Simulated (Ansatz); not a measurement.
**The perfect V wire along [100], 25 atoms a period**

What gap, if any, does the V wire along [100], 25 atoms a period have, and how many channels would it open?

Program: Ansatz 0.2.0. Level of theory: DFT PBE, plane waves, PAW; relaxation of a wire's period; PAW set soft_1, in the first sound run; inputs show where later runs differ. Results are calculated unless marked as measured.

## 1. The starting structure

The cell holds 25 atoms: 25 V. Its edges and angles: a = 18.760 Å, b = 18.760 Å, c = 2.990 Å, α = 90.0°, β = 90.0°, γ = 90.0°. Vacuum lies along a and b. The structure's axis is c.

## 2. Relaxing the period

Band widths follow the bond lengths, so the wire is relaxed first. The atoms and the third cell vector are free; the box across stays fixed as vacuum. A Fermi-Dirac smearing is set since the result may be a metal. The pressure printed is a third of the stress's trace over the whole box, vacuum included; only the stress along the axis is relaxed.

Contents of input.yaml:

```yaml
crystal:
  lattice:
    - [18.76, 0.0, 0.0]
    - [0.0, 18.76, 0.0]
    - [0.0, 0.0, 2.99]
  atoms:
    - { symbol: V, position: [0.181236674, 0.5, 0.0] }
    - { symbol: V, position: [0.340618337, 0.340618337, 0.0] }
    - { symbol: V, position: [0.340618337, 0.5, 0.0] }
    - { symbol: V, position: [0.340618337, 0.659381663, 0.0] }
    - { symbol: V, position: [0.5, 0.181236674, 0.0] }
    - { symbol: V, position: [0.5, 0.340618337, 0.0] }
    - { symbol: V, position: [0.5, 0.5, 0.0] }
    - { symbol: V, position: [0.5, 0.659381663, 0.0] }
    - { symbol: V, position: [0.5, 0.818763326, 0.0] }
    - { symbol: V, position: [0.659381663, 0.340618337, 0.0] }
    - { symbol: V, position: [0.659381663, 0.5, 0.0] }
    - { symbol: V, position: [0.659381663, 0.659381663, 0.0] }
    - { symbol: V, position: [0.818763326, 0.5, 0.0] }
    - { symbol: V, position: [0.260927505, 0.420309168, 0.5] }
    - { symbol: V, position: [0.260927505, 0.579690832, 0.5] }
    - { symbol: V, position: [0.420309168, 0.260927505, 0.5] }
    - { symbol: V, position: [0.420309168, 0.420309168, 0.5] }
    - { symbol: V, position: [0.420309168, 0.579690832, 0.5] }
    - { symbol: V, position: [0.420309168, 0.739072495, 0.5] }
    - { symbol: V, position: [0.579690832, 0.260927505, 0.5] }
    - { symbol: V, position: [0.579690832, 0.420309168, 0.5] }
    - { symbol: V, position: [0.579690832, 0.579690832, 0.5] }
    - { symbol: V, position: [0.579690832, 0.739072495, 0.5] }
    - { symbol: V, position: [0.739072495, 0.420309168, 0.5] }
    - { symbol: V, position: [0.739072495, 0.579690832, 0.5] }
kpoints:
  mp_grid: { grid: [1, 1, 27] }
scf:
  occupations: { method: fermi_dirac, width: 0.05 }
hamiltonian:
  xc: pbe
  pseudopotentials: { kind: paw, azcp: { folder: soft_1 } }
relax:
  cell: { fix: [a, b, alpha, beta, gamma] }
  max_steps: 45
  f_tol: 0.03
```

The run is started by

```sh
$ ansatz run input.yaml --threads 4 --pin off --max-ram 16384MiB --backend cpu --events-out ev --progress --plain --runs-dir out
```

Numbers of over 12 decimals in the logs are rounded to 6 here.

The log of the run:

```text
Engine: ansatz 0.2.0, x86_64-unknown-linux-gnu
Pseudopotentials: kind: paw
Pseudopotential: V, paw, valence charge 13, recommended cutoff 420 eV (normal), soft_1/V.paw.azcp
Functional definition: PBE
  parameter kappa = 0.804
  parameter beta = 0.066725
  exchange = pbe_x(kappa = kappa, mu = beta*pi^2/3)
  correlation = pbe_c(beta = beta)
Crystal: 25 atoms, lattice volume = 1052.293 Å³
Basis set: ecut = 420 eV, 20365 PW (Γ), exchange–correlation on 256×256×40 points (8 copies of the dense FFT grid, shifted against one another)
Bands: 195, of which v1, the nominal top of the filled ones, is band 163 counted from 1 (162 counted from 0)
Symmetry: 16 space group operations
Space group: P4/mmm (ITA 123), of the structure as read, at distance tolerance 1.0e-4 Å
k-points: 14 of 27
Non-local potential: V, projectors of the file, l = 0: 3, l = 1: 2, l = 2: 3, l = 3: 1
PAW form: soft (Blöchl's): semilocal exchange-correlation on the pseudo side does not see the compensation charge
PAW one-centre angular grid: V, 590 points (default); XC on 64 Gauss nodes
Initial density: superposition of atomic densities (neutral atoms: chi_scale 0, normalization atom)
Initial wavefunctions: pseudopotential atomic-orbital guess
Functional: x = pbe(κ = 0.804, μ = 0.219515), c = pbe(β = 0.066725)
SCF iter   1: F=—  HF=-72828.411357 eV  |F-HF|=—  |Δ(HF+E_count)|=         —  Δρ=8.15e-2  dr2=7.31e2  ethr=3.10e-3  ⟨swp⟩=11.2  Hψ=13448  notcnv=0
preconditioner: auto → LDOS  [metal: Δε(μ)=0.009 eV  Ē_g=3.317 eV  σ=0.050 eV  W_gap=0.04  n_scr=178 (ndim 8)  ℏωp=12.8 eV  f_vac=0.548  D(μ)=34.51/eV (n_scr^D=258)  β→1.0]
SCF iter   2: F=—  HF=-72837.047434 eV  |F-HF|=—  |Δ(HF+E_count)|=    8.64e0  Δρ=1.50e-1  dr2=1.39e3  ethr=3.10e-3  ⟨swp⟩=13.1  Hψ=17285  notcnv=0  defer=19
SCF iter   3: F=—  HF=-72794.879746 eV  |F-HF|=—  |Δ(HF+E_count)|=    4.22e1  Δρ=4.22e-2  dr2=6.29e1  ethr=3.10e-3  ⟨swp⟩=7.5  Hψ=8855  notcnv=1  defer=9
SCF iter   4: F=—  HF=-72791.454752 eV  |F-HF|=—  |Δ(HF+E_count)|=    3.42e0  Δρ=1.16e-2  dr2=4.78e0  ethr=3.10e-3  ⟨swp⟩=4.4  Hψ=6755  notcnv=0  defer=19
SCF iter   5: F=—  HF=-72790.883603 eV  |F-HF|=—  |Δ(HF+E_count)|=   5.71e-1  Δρ=7.32e-3  dr2=3.56e0  ethr=1.47e-3  ⟨swp⟩=4.3  Hψ=5282  notcnv=0  defer=29
SCF iter   6: F=—  HF=-72790.887557 eV  |F-HF|=—  |Δ(HF+E_count)|=   3.95e-3  Δρ=7.84e-3  dr2=2.61e0  ethr=1.09e-3  ⟨swp⟩=2.0  Hψ=3231  notcnv=0  defer=29
SCF iter   7: F=—  HF=-72790.852530 eV  |F-HF|=—  |Δ(HF+E_count)|=   3.50e-2  Δρ=3.90e-3  dr2=4.23e-1  ethr=8.02e-4  ⟨swp⟩=1.9  Hψ=3085  notcnv=0  defer=29
SCF iter   8: F=—  HF=-72790.844946 eV  |F-HF|=—  |Δ(HF+E_count)|=   7.58e-3  Δρ=2.23e-3  dr2=2.27e-1  ethr=1.30e-4  ⟨swp⟩=2.6  Hψ=3500  notcnv=0  defer=30
SCF iter   9: F=—  HF=-72790.846522 eV  |F-HF|=—  |Δ(HF+E_count)|=   1.58e-3  Δρ=8.08e-4  dr2=6.61e-2  ethr=6.97e-5  ⟨swp⟩=2.0  Hψ=3183  notcnv=0  defer=29
SCF iter  10: F=—  HF=-72790.845696 eV  |F-HF|=—  |Δ(HF+E_count)|=   8.27e-4  Δρ=5.02e-4  dr2=1.43e-2  ethr=2.03e-5  ⟨swp⟩=1.8  Hψ=2909  notcnv=0  defer=29
SCF iter  11: F=—  HF=-72790.845383 eV  |F-HF|=—  |Δ(HF+E_count)|=   3.13e-4  Δρ=9.68e-5  dr2=3.64e-4  ethr=4.41e-6  ⟨swp⟩=1.8  Hψ=3090  notcnv=0  defer=29
SCF iter  12: F=—  HF=-72790.845450 eV  |F-HF|=—  |Δ(HF+E_count)|=   6.74e-5  Δρ=3.26e-5  dr2=1.24e-5  ethr=1.12e-7  ⟨swp⟩=2.5  Hψ=3748  notcnv=0  defer=29
SCF iter  13: F=—  HF=-72790.845389 eV  |F-HF|=—  |Δ(HF+E_count)|=   6.16e-5  Δρ=2.08e-5  dr2=6.00e-6  ethr=3.80e-9  ⟨swp⟩=3.0  Hψ=4213  notcnv=0  defer=29
SCF iter  14: F=—  HF=-72790.845390 eV  |F-HF|=—  |Δ(HF+E_count)|=   1.47e-6  Δρ=9.23e-6  dr2=2.32e-6  ethr=1.85e-9  ⟨swp⟩=2.1  Hψ=3809  notcnv=0  defer=29
SCF iter  15: F=—  HF=-72790.845391 eV  |F-HF|=—  |Δ(HF+E_count)|=   1.84e-7  Δρ=3.90e-6  dr2=2.40e-7  ethr=7.15e-10  ⟨swp⟩=2.0  Hψ=3531  notcnv=0  defer=29
SCF iter  16: F=-72790.845391 eV  HF=-72790.845391 eV  |F-HF|=2.03e-8  |Δ(HF+E_count)|=   7.52e-8  Δρ=1.34e-6  dr2=2.53e-8  ethr=3.08e-11  ⟨swp⟩=5.0  Hψ=8359  notcnv=0
SCF 1 converged in 16 iterations: F = -72790.845391 eV  dr2 = 2.53e-8
  greatest PAW one-centre occupation: 1.000 electrons in one spin orbital (limit 2), on the V atom at site 10 (counted from 0), in its partial waves of l = 0
relax step   1: F+E_penalty+E_count = -72790.84539067 eV  Δ(F+E_penalty+E_count) = +0.000e0 eV  max|allowed force component| = 1.939e0 eV/Å  Δτ_max = 0.0000 Å  P = -3.462 GPa  Ω = 1052.293 Å³  fix = [a, b, alpha, beta, gamma]  reactions: a -3.415, b -3.415 GPa  (16 SCF iters, dr2 threshold 1.00e-7 eV, accepted)
Crystal: 25 atoms, lattice volume = 1030.295 Å³
Basis set: ecut = 420 eV, 20093 PW (Γ), exchange–correlation on 256×256×40 points (8 copies of the dense FFT grid, shifted against one another)
Initial density: handed on by an earlier stage of this run
Initial wavefunctions: those handed on with the density
iter 1 solved again at ethr=2.91e-3 eV; its pass at ethr=3.10e-3 eV (dr2=9.46e0 eV) is discarded
SCF iter   1: F=—  HF=-72792.881092 eV  |F-HF|=—  |Δ(HF+E_count)|=         —  Δρ=1.81e-2  dr2=9.46e0  ethr=2.91e-3  ⟨swp⟩=1.9  Hψ=15838  notcnv=0
preconditioner: auto → LDOS  [metal: Δε(μ)=0.008 eV  Ē_g=2.647 eV  σ=0.050 eV  W_gap=0.04  n_scr=170 (ndim 8)  ℏωp=12.9 eV  f_vac=0.583  D(μ)=43.91/eV (n_scr^D=398)  β→1.0]
SCF iter   2: F=—  HF=-72792.646460 eV  |F-HF|=—  |Δ(HF+E_count)|=   2.35e-1  Δρ=1.33e-2  dr2=5.53e0  ethr=2.91e-3  ⟨swp⟩=3.4  Hψ=4526  notcnv=0  defer=7
SCF iter   3: F=—  HF=-72792.236454 eV  |F-HF|=—  |Δ(HF+E_count)|=   4.10e-1  Δρ=2.25e-3  dr2=1.08e-1  ethr=1.70e-3  ⟨swp⟩=2.0  Hψ=4325  notcnv=0  defer=47
SCF iter   4: F=—  HF=-72792.238986 eV  |F-HF|=—  |Δ(HF+E_count)|=   2.53e-3  Δρ=1.48e-3  dr2=4.27e-2  ethr=3.34e-5  ⟨swp⟩=2.9  Hψ=5083  notcnv=0  defer=48
SCF iter   5: F=—  HF=-72792.238142 eV  |F-HF|=—  |Δ(HF+E_count)|=   8.44e-4  Δρ=3.31e-4  dr2=2.06e-3  ethr=1.31e-5  ⟨swp⟩=2.0  Hψ=3506  notcnv=0  defer=48
SCF iter   6: F=—  HF=-72792.238434 eV  |F-HF|=—  |Δ(HF+E_count)|=   2.92e-4  Δρ=1.34e-4  dr2=1.81e-4  ethr=6.34e-7  ⟨swp⟩=2.0  Hψ=3691  notcnv=0  defer=48
SCF iter   7: F=—  HF=-72792.238594 eV  |F-HF|=—  |Δ(HF+E_count)|=   1.61e-4  Δρ=7.21e-5  dr2=1.38e-4  ethr=5.55e-8  ⟨swp⟩=2.4  Hψ=3628  notcnv=0  defer=48
SCF iter   8: F=—  HF=-72792.238620 eV  |F-HF|=—  |Δ(HF+E_count)|=   2.58e-5  Δρ=4.48e-5  dr2=2.72e-5  ethr=4.23e-8  ⟨swp⟩=2.0  Hψ=3202  notcnv=0  defer=48
SCF iter   9: F=—  HF=-72792.238629 eV  |F-HF|=—  |Δ(HF+E_count)|=   8.95e-6  Δρ=1.61e-5  dr2=3.78e-6  ethr=8.36e-9  ⟨swp⟩=2.0  Hψ=3550  notcnv=0  defer=48
[...]
relax step   5: F+E_penalty+E_count = -72792.41634160 eV  Δ(F+E_penalty+E_count) = -3.859e-4 eV  max|allowed force component| = 4.427e-3 eV/Å  Δτ_max = 0.0026 Å  P = +0.002 GPa  Ω = 1036.300 Å³  energy of the carried Pulay correction = +4.932e-3 eV  fix = [a, b, alpha, beta, gamma]  reactions: a +0.000, b +0.000 GPa  (8 SCF iters, dr2 threshold 8.36e-8 eV, accepted)
Initial wavefunctions: pseudopotential atomic-orbital guess (no wavefunctions were taken with the density)
iter 1 solved again at ethr=5.23e-7 eV; its pass at ethr=3.10e-3 eV (dr2=1.70e-3 eV) is discarded
SCF iter   1: F=—  HF=-72792.410186 eV  |F-HF|=—  |Δ(HF+E_count)|=         —  Δρ=2.62e-5  dr2=1.01e-6  ethr=5.23e-7  ⟨swp⟩=6.0  Hψ=22125  notcnv=0
eigensolver tolerance schedule: the retry pair's looser diagonalisation over-reported the residual by 1683.30 of it (diagonalisation noise at 0.40 of the residual, at the tolerance the schedule requests for it); recorded, not acted on — ethr = c·dr2/N_el stays at c = 1.0e-1
preconditioner: auto → LDOS  [metal: Δε(μ)=0.007 eV  Ē_g=2.658 eV  σ=0.050 eV  W_gap=0.04  n_scr=170 (ndim 8)  ℏωp=12.9 eV  f_vac=0.588  D(μ)=44.77/eV (n_scr^D=414)  β→1.0]
SCF iter   2: F=—  HF=-72792.410587 eV  |F-HF|=—  |Δ(HF+E_count)|=   4.01e-4  Δρ=2.15e-5  dr2=4.73e-6  ethr=3.10e-10  ⟨swp⟩=4.4  Hψ=7065  notcnv=0
SCF iter   3: F=—  HF=-72792.410586 eV  |F-HF|=—  |Δ(HF+E_count)|=   1.16e-6  Δρ=9.11e-6  dr2=7.54e-7  ethr=3.10e-10  ⟨swp⟩=3.1  Hψ=5334  notcnv=0
SCF iter   4: F=—  HF=-72792.410586 eV  |F-HF|=—  |Δ(HF+E_count)|=   7.22e-9  Δρ=1.51e-6  dr2=2.98e-8  ethr=2.32e-10  ⟨swp⟩=3.1  Hψ=5955  notcnv=0
SCF iter   5: F=—  HF=-72792.410586 eV  |F-HF|=—  |Δ(HF+E_count)|=   1.99e-8  Δρ=1.06e-6  dr2=1.87e-8  ethr=9.17e-12  ⟨swp⟩=2.1  Hψ=4789  notcnv=0
SCF iter   6: F=—  HF=-72792.410586 eV  |F-HF|=—  |Δ(HF+E_count)|=  4.95e-10  Δρ=3.65e-7  dr2=2.72e-9  ethr=5.76e-12  ⟨swp⟩=2.0  Hψ=2979  notcnv=0
SCF iter   7: F=—  HF=-72792.410586 eV  |F-HF|=—  |Δ(HF+E_count)|=  2.33e-10  Δρ=1.41e-7  dr2=2.91e-10  ethr=1.00e-12  ⟨swp⟩=2.1  Hψ=3713  notcnv=0
SCF iter   8: F=-72792.410586 eV  HF=-72792.410586 eV  |F-HF|=8.73e-11  |Δ(HF+E_count)|=  5.82e-11  Δρ=4.99e-8  dr2=4.85e-11  ethr=1.00e-12  ⟨swp⟩=4.9  Hψ=8199  notcnv=0
SCF 6 converged in 8 iterations: F = -72792.410586 eV  dr2 = 4.85e-11
relax step   6: F+E_penalty+E_count = -72792.41058626 eV  Δ(F+E_penalty+E_count) = +5.755e-3 eV  max|allowed force component| = 4.558e-3 eV/Å  Δτ_max = 0.0000 Å  P = +0.010 GPa  Ω = 1036.300 Å³  fix = [a, b, alpha, beta, gamma]  reactions: a +0.008, b +0.008 GPa  stress off target by 1.34e-2 GPa on what of the cell is left free  SCF on the basis re-selected at this cell (its energy is not comparable with the rows above)  (8 SCF iters)
basis re-selected at this cell: Δ(F+E_penalty+E_count) = +5.755e-3 eV, ΔP = +0.008 GPa vs the last step (what re-selecting the basis moved, of the pressure what is left beyond the Pulay correction that the steps carried, after the strain that the cell walked since its last selection, with what the two solves' SCF thresholds leave and, on support functions, any second-order correction that the steps lacked; it is no m [...]
SCF converged after 8 iterations
Free energy (F): -72792.410586 eV
Harris-Foulkes:  -72792.410586 eV  (|F-HF|=8.73e-11)
Internal energy: -72792.048763 eV  (E = F + TS)
E sigma→0 (E₀):  -72792.229675 eV
Entropy (-TS):   -0.361823 eV (-14.473 meV/atom)
Fermi energy:    2.640829 eV
--- Per-component energies (eV) ---
  E_band       = -8143.449572
  E_kinetic    = 7391.153242
  E_local      = -294264.457831  (includes V_loc(G=0)·N_el)
  E_nonlocal   = 2073.616641
  E_hartree    = 142800.208031
  E_xc         = -2862.397253
  E_vxc        = -3619.818146  (∫ρ·V_xc dr)
  E_paw        = -28148.620669  (= ΣΔE_a)
  E_vpaw       = -5324.384740  (= ΣTr[D̂ρ^β])
  E_aug_tail   = 0.025375  (compensation charges beyond the density's cutoff)
  E_ewald      = 100218.423701
  E_smearing   = -0.361823  (= −TS)
  E_closure    = 0.000000  (closes the sum)
  Σ components = -72792.410586   (vs F -72792.410586, Δ=0.00e0)
--- Forces (eV/Å), atoms counted from 1 ---
  atom   1  V      0.00358752    -0.00000000     0.00000000
  atom   2  V      0.00226015     0.00226015     0.00000000
  atom   3  V     -0.00030038    -0.00000000     0.00000000
  atom   4  V      0.00226015    -0.00226015     0.00000000
  atom   5  V      0.00000000     0.00358752     0.00000000
  atom   6  V      0.00000000    -0.00030038     0.00000000
  atom   7  V      0.00000000     0.00000000     0.00000000
  atom   8  V      0.00000000     0.00030038     0.00000000
  atom   9  V     -0.00000000    -0.00358752     0.00000000
  atom  10  V     -0.00226015     0.00226015     0.00000000
  atom  11  V      0.00030038     0.00000000     0.00000000
  atom  12  V     -0.00226015    -0.00226015     0.00000000
  atom  13  V     -0.00358752     0.00000000     0.00000000
  atom  14  V     -0.00455763     0.00153938     0.00000000
  atom  15  V     -0.00455763    -0.00153938     0.00000000
  atom  16  V      0.00153938    -0.00455763     0.00000000
  atom  17  V     -0.00344857    -0.00344857     0.00000000
  atom  18  V     -0.00344857     0.00344857     0.00000000
  atom  19  V      0.00153938     0.00455763     0.00000000
  atom  20  V     -0.00153938    -0.00455763     0.00000000
  atom  21  V      0.00344857    -0.00344857     0.00000000
  atom  22  V      0.00344857     0.00344857     0.00000000
  atom  23  V     -0.00153938     0.00455763     0.00000000
  atom  24  V      0.00455763     0.00153938     0.00000000
  atom  25  V      0.00455763    -0.00153938     0.00000000
  max |Σ_I F_I| component: 1.73e-18 eV/Å
--- Stress (GPa, compression-positive) ---
        0.008413       0.000000       0.000000
        0.000000       0.008413       0.000000
        0.000000       0.000000       0.013422
  P = ⅓ Tr σ = 0.0101 GPa (0.101 kbar)
--- Relaxed structure (5 steps of the walk, 5 accepted, 1 SCFs on fresh bases) ---
  F+E_penalty+E_count = -72792.41058626 eV   max|allowed force component| = 4.558e-3 eV/Å   (the final SCF, on the basis selected at the relaxed cell)
  cell:  # Å, volume = 1036.3004 Å³
    - [18.76, 0.0, 0.0]
    - [0.0, 18.76, 0.0]
    - [0.0, 0.0, 2.944557]
  atoms:
    - { symbol: V, position: [0.196630, 0.500000, 0.0] }
    - { symbol: V, position: [0.342171, 0.342171, 0.0] }
    - { symbol: V, position: [0.343682, 0.500000, 0.0] }
    - { symbol: V, position: [0.342171, 0.657829, 0.0] }
    - { symbol: V, position: [0.500000, 0.196630, 0.0] }
    - { symbol: V, position: [0.500000, 0.343682, 0.0] }
    - { symbol: V, position: [0.500000, 0.500000, 0.0] }
    - { symbol: V, position: [0.500000, 0.656318, 0.0] }
    - { symbol: V, position: [0.500000, 0.803370, 0.0] }
    - { symbol: V, position: [0.657829, 0.342171, 0.0] }
    - { symbol: V, position: [0.656318, 0.500000, 0.0] }
    - { symbol: V, position: [0.657829, 0.657829, 0.0] }
    - { symbol: V, position: [0.803370, 0.500000, 0.0] }
    - { symbol: V, position: [0.263984, 0.423420, 0.500000] }
    - { symbol: V, position: [0.263984, 0.576580, 0.500000] }
    - { symbol: V, position: [0.423420, 0.263984, 0.500000] }
    - { symbol: V, position: [0.419409, 0.419409, 0.500000] }
    - { symbol: V, position: [0.419409, 0.580591, 0.500000] }
    - { symbol: V, position: [0.423420, 0.736016, 0.500000] }
    - { symbol: V, position: [0.576580, 0.263984, 0.500000] }
    - { symbol: V, position: [0.580591, 0.419409, 0.500000] }
    - { symbol: V, position: [0.580591, 0.580591, 0.500000] }
    - { symbol: V, position: [0.576580, 0.736016, 0.500000] }
    - { symbol: V, position: [0.736016, 0.423420, 0.500000] }
    - { symbol: V, position: [0.736016, 0.576580, 0.500000] }
```

Run time: 6.8 min. Hardware: 4 threads of Intel Xeon Platinum 8375C at 2.90GHz (Ice Lake), shared host; peak memory 5.4 GiB; 27 min of CPU time.

This run has no spin polarisation, although V can carry a moment.

(Continued in part 2 of 2.)

[Logs are printed without paths, hosts, clocks, repeated set-up lines and the standing remarks that a program may print on its own settings, such as how far it seeks lower states.]

[Hosts, paths, dates, database ids (printed as entryN), source tags and the programs' standing remarks are cut or masked in the printed files.]
